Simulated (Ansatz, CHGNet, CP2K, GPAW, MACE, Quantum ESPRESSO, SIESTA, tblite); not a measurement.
## Finding the fault: GPAW, random packing of 55Li2O-45Nb2O5 (mol %) (96 atoms)

Program: GPAW 26.7.0, a calculation on a cell of 22 Li, 56 O and 18 Nb, 12.2 Å³ an atom.

Contents of run.py:

```python
import numpy as np
from ase.io import read
from gpaw import GPAW, FermiDirac

atoms = read("structure.xyz")
atoms.calc = GPAW(
    mode="lcao",
    basis="dzp",
    h=0.18,
    xc="PBE",
    kpts={"size": (1, 1, 1), "gamma": True},
    occupations=FermiDirac(0.05),
    maxiter=6,
    symmetry={"point_group": False},
    txt="gpaw.txt",
)
energy = atoms.get_potential_energy(force_consistent=True)
forces = atoms.get_forces()
print(f"energy {energy:.6f} eV")
print("forces (eV/A)")
for i, (a, f) in enumerate(zip(atoms, forces)):
    print(f"{i:4d} {a.symbol:2s} {f[0]:10.5f} {f[1]:10.5f} {f[2]:10.5f}")
print(f"Fermi level {atoms.calc.get_fermi_level():.4f} eV")
for k in range(len(atoms.calc.get_ibz_k_points())):
    for s in range(atoms.calc.get_number_of_spins()):
        e = atoms.calc.get_eigenvalues(kpt=k, spin=s)
        n = np.searchsorted(e, atoms.calc.get_fermi_level())
        print(f"k {k} spin {s} levels about the Fermi level:", np.round(e[max(n - 6, 0):n], 4).tolist(), "|", np.round(e[n:n + 6], 4).tolist())
```

Contents of structure.xyz:

```xyz
96
Lattice="10.53340 0.00000 0.00000 0.00000 10.53340 0.00000 0.00000 0.00000 10.53340" Properties=species:S:1:pos:R:3 pbc="T T T"
Li 3.06648 5.34201 6.33700
Li 8.14442 4.58835 1.88137
Li 8.11504 0.19866 3.23881
Li 1.46383 3.53311 5.43376
Li 5.22172 9.76046 7.92112
Li 6.60234 5.86257 3.72682
Li 5.33569 7.10878 8.91968
Li 5.69320 9.81787 5.46631
Li 8.40376 7.79556 8.07185
Li 3.33445 0.91124 7.68559
[... 82 atom lines left out ...]
Nb 0.00274 4.95144 10.26417
Nb 3.36310 9.13688 0.55701
Nb 5.99572 9.06410 10.46799
Nb 9.05240 1.94457 5.22646
```

Launch:

```
$ OMP_NUM_THREADS=1 python run.py > output.txt
```

The log of the run:

```text
gpaw.KohnShamConvergenceError
```

gpaw.txt:

```text
Input parameters:
  mode=LCAO(),
  basis={'default': 'dzp'},
  h=0.18,
  kpts=MonkhorstPack(size=(1, 1, 1), gamma=True),
  maxiter=6,
  occupations=Occupations(name='fermi-dirac', width=0.05, fixmagmom=False),
  symmetry=Symmetry(point_group=False),
  xc=XC(name='PBE')
Unit cell  # Å
| periodic |         x |         y |         z |   lengths |    angles |
|----------|-----------|-----------|-----------|-----------|-----------|
|      yes | 10.533400 |  0.000000 |  0.000000 | 10.533400 | 90.000000 |
|      yes |  0.000000 | 10.533400 |  0.000000 | 10.533400 | 90.000000 |
|      yes |  0.000000 |  0.000000 | 10.533400 | 10.533400 | 90.000000 |
Number of symmetries: 1
Symmetry operations  # r_c * U_cc + t_c -> r_c
|   | kind |            matrix            |
|---|------|------------------------------|
| 0 |  E   |  1, 0, 0,  0, 1, 0,  0, 0, 1 |
BZ-sampling:
  Number of BZ points: 1
  Number of IBZ points: 1
  Monkhorst-Pack size: [1, 1, 1]
  Monkhorst-Pack shift: [0, 0, 0]
K-points  # in reciprocal-cell coordinates
|   |                                coordinates |     weight |
|---|--------------------------------------------|------------|
| 0 | (  0.00000000,   0.00000000,   0.00000000) | 1.00000000 |
basis functions: 1360
Spin-components: 1 (collinear spins)
Bands:           360
Projectors:      454
Spin-degeneracy: 2
Datatype:        <class 'float'>
Parallelization:
  kpt:    1
  domain: 1
  band:   1
Density:
  Valence electrons: 592.0
  Components: 1
  Grid points: [60 60 60]
  Charge: 0.0  # |e|
Potential:
  Grid points: [60 60 60]
species:
  Li:
    name:    Lithium
    Z:       3.0
    valence: 1
    core:    2
    LCAO basis set for Li:
      Name: dzp
      Number of radial functions: 3
      Number of spherical harmonics: 5
        l=0, rc=10.8906 Bohr: 2s-sz confined orbital
        l=0, rc=6.6719 Bohr: 2s-dz split-valence wave
        l=1, rc=10.8906 Bohr: p-type Gaussian polarization
      Number of RI-basis functions 0
  O:
    name:    Oxygen
    Z:       8.0
    valence: 6
    core:    2
    LCAO basis set for O:
      Name: dzp
      Number of radial functions: 5
      Number of spherical harmonics: 13
        l=0, rc=4.3438 Bohr: 2s-sz confined orbital
        l=1, rc=5.3906 Bohr: 2p-sz confined orbital
        l=0, rc=2.2969 Bohr: 2s-dz split-valence wave
        l=1, rc=2.8906 Bohr: 2p-dz split-valence wave
        l=2, rc=5.3906 Bohr: d-type Gaussian polarization
      Number of RI-basis functions 0
  Nb:
    name:    Niobium
    Z:       41.0
    valence: 13
    core:    28
    LCAO basis set for Nb:
      Name: dzp
      Number of radial functions: 11
      Number of spherical harmonics: 29
        l=0, rc=3.7031 Bohr: 4s-sz confined orbital
        l=0, rc=10.3125 Bohr: 5s-sz confined orbital
        l=1, rc=4.2812 Bohr: 4p-sz confined orbital
        l=1, rc=14.1719 Bohr: 5p-sz confined orbital
        l=2, rc=7.8594 Bohr: 4d-sz confined orbital
        l=0, rc=2.2500 Bohr: 4s-dz split-valence wave
        l=0, rc=6.2812 Bohr: 5s-dz split-valence wave
        l=1, rc=2.6562 Bohr: 4p-dz split-valence wave
        l=1, rc=8.8438 Bohr: 5p-dz split-valence wave
        l=2, rc=4.5625 Bohr: 4d-dz split-valence wave
        l=1, rc=10.3125 Bohr: p-type Gaussian polarization
      Number of RI-basis functions 0
Reference energy: -1989059.721113  # eV
eigensolver:
density mixing:
  MSR1-Mixer
occupation numbers:
  Fermi-Dirac:
    width: 0.0500  # eV
FastPoissonSolver using
    Stencil: 6*3+1=19 point O(h^6) finite-difference Laplacian
xc functional:
  name: PBE with 2 nearest neighbor stencil
interpolation: tri-quintic # 5. degree polynomial
Initialization done in: 16.436 s
convergence criteria:
- Maximum [total energy] change in last 3 cyles: 0.0005 eV / valence electron
- Maximum integral of absolute [dens]ity change: 0.0001 electrons / valence electron
- Maximum integral of absolute [eigenst]ate change: 4e-08 eV^2 / valence electron
maximum number of iterations: 6
SCF iterations
|iter     |      energy | eigst |  dens |
|---------|-------------|-------|-------|
|iter:   1| -673.484738 |      c|       |
|iter:   2| -604.971247 |      c| -0.72 |
|iter:   3| -576.887942 |      c| -0.87 |
|iter:   4| -551.017473 |      c| -0.96 |
|iter:   5| -542.169597 |      c| -1.11 |
|iter:   6| -541.301417 |      c| -1.20 |
timing:  # [seconds]
  Total: 272.169  # ━━━━━━━━━━━━━━━━━━━━━━━━━━━━━━━━━━━━━━━━━━━━━━━━━━━━━━━━━
  Init:   16.435  # ━━━╸
  SCF:   255.662  # ━━━━━━━━━━━━━━━━━━━━━━━━━━━━━━━━━━━━━━━━━━━━━━━━━━━━━╸
```

The job ended after 4.6 min (1 thread of Arm Neoverse V1, shared host; peak memory 2.3 GiB).

Banners, paths, timers and routine set-up lines are dropped from the logs unmarked, and long logs keep their key lines alone; longer cuts are marked.

Q: Name the fault.

Too few SCF iterations: iteration limit 6.

The run ended unconverged.

[Also dropped from logs without a mark: logging warnings of Python, and SIESTA's first energy breakdown and zero terms.]

[Logs are printed without paths, hosts, clocks, repeated set-up lines and the standing remarks that a program may print on its own settings, such as how far it seeks lower states.]

[Hosts, paths, dates, database ids (printed as entryN), source tags and the programs' standing remarks are cut or masked in the printed files.]
